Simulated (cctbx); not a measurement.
## A disordered crystal of nominal Ca3SbN3

Cell a = 7.9570 Å, b = 7.9570 Å, c = 5.5530 Å, α = 90.00°, β = 90.00°, γ = 120.00°; space group P6_3/m (no. 176); nominal formula Ca3SbN3.

The data are simulated with cctbx, not measured: Mo Kα, λ = 0.71073 Å, to d = 0.75 Å, 70 % of the full sphere, strongest reflection 40000 counts, noise from counting, a 3 % proportional error and a noise floor of 15 counts (s.d.); no absorption.

With every site full:

```text
Rint 0.026, 278 unique reflections to 0.75 A
cycle     R1     wR2    GooF  max shift (A)
   1  0.1275  0.2889  19.292   0.00226
   2  0.0082  0.0215   1.437   0.00000
final R1 0.0082 wR2 0.0215 GooF 1.437  parameters 14  data/parameter 19.9
atom        x        y        z      Ueq    occ   su(xyz)  su(Uiso or U11)
Sb1    0.33333  0.66667  0.25000   0.0048  1.000  0.00000  0.0001
Ca1    0.64583  0.76862  0.75000   0.0100  1.000  0.00005  0.0002
N1     0.61391  0.74864  0.25000   0.0109  1.000  0.00021  0.0007
difference map: max 0.35 min -0.45 rms 0.08
Q1    0.0495  0.5165  0.2500    6    0.37  1.50 A from N1
Q2    0.1364  0.2970  0.2500    6    0.36  0.72 A from N1
Q3    0.2632  0.6657  0.2500    6    0.29  0.55 A from Sb1
Q4    0.0107  0.7871  0.2500    6    0.27  1.09 A from Ca1
Q5    0.1475  0.6474  0.1156   12    0.24  1.59 A from Sb1
Q6    0.2594  0.5818  0.1409   12    0.23  0.88 A from Sb1
```

With the occupancies of the suspect sites free, each still typed as its main element:

```text
Rint 0.026, 278 unique reflections to 0.75 A
cycle     R1     wR2    GooF  max shift (A)
   1  0.0694  0.1759  11.771   0.00070
   5  0.0057  0.0132   0.886   0.00003
final R1 0.0057 wR2 0.0132 GooF 0.885  parameters 15  data/parameter 18.5
atom        x        y        z      Ueq    occ   su(xyz)  su(Uiso or U11)
Sb1    0.33333  0.66667  0.25000   0.0050  1.000  0.00000  0.0001
Ca1    0.64581  0.76853  0.75000   0.0088  0.971  0.00003  0.0001
N1     0.61384  0.74876  0.25000   0.0112  1.000  0.00013  0.0004
su of occupancy Ca1: 0.001
difference map: max 0.34 min -0.21 rms 0.06
Q1    0.0486  0.5193  0.2500    6    0.36  1.52 A from N1
Q2    0.1349  0.2936  0.2500    6    0.32  0.74 A from N1
Q3    0.1430  0.6452  0.1149   12    0.23  1.62 A from Sb1
Q4    0.2469  0.5715  0.1332   12    0.22  0.97 A from Sb1
Q5    0.1580  0.7818  0.7500    6    0.21  0.69 A from Ca1
Q6    0.0154  0.7934  0.2500    6    0.21  1.14 A from Ca1
```

**Question.** What is the disorder?

X-rays count electrons. Ca1 refines to 0.971(0.001), or 19.4 electrons; the site truly holds 0.97 Ca, 19.4 electrons, which is 0.970 of Ca. A value under 1 can't tell vacancies from a lighter guest, and one over 1 needs a heavier guest; chemistry or a second radiation must settle which. Occupancy correlates with U and the scale, so the match is approximate.

Freeing them takes R1 from 0.0082 to 0.0057 and GooF from 1.44 to 0.89.

The model was made for the exercise: a known structure type with other elements put in, its volume estimated, not relaxed; displacement parameters are assumed.

[Middle refinement cycles are left out of these outputs.]

[Logs are printed without paths, hosts, clocks, repeated set-up lines and the standing remarks that a program may print on its own settings, such as how far it seeks lower states.]
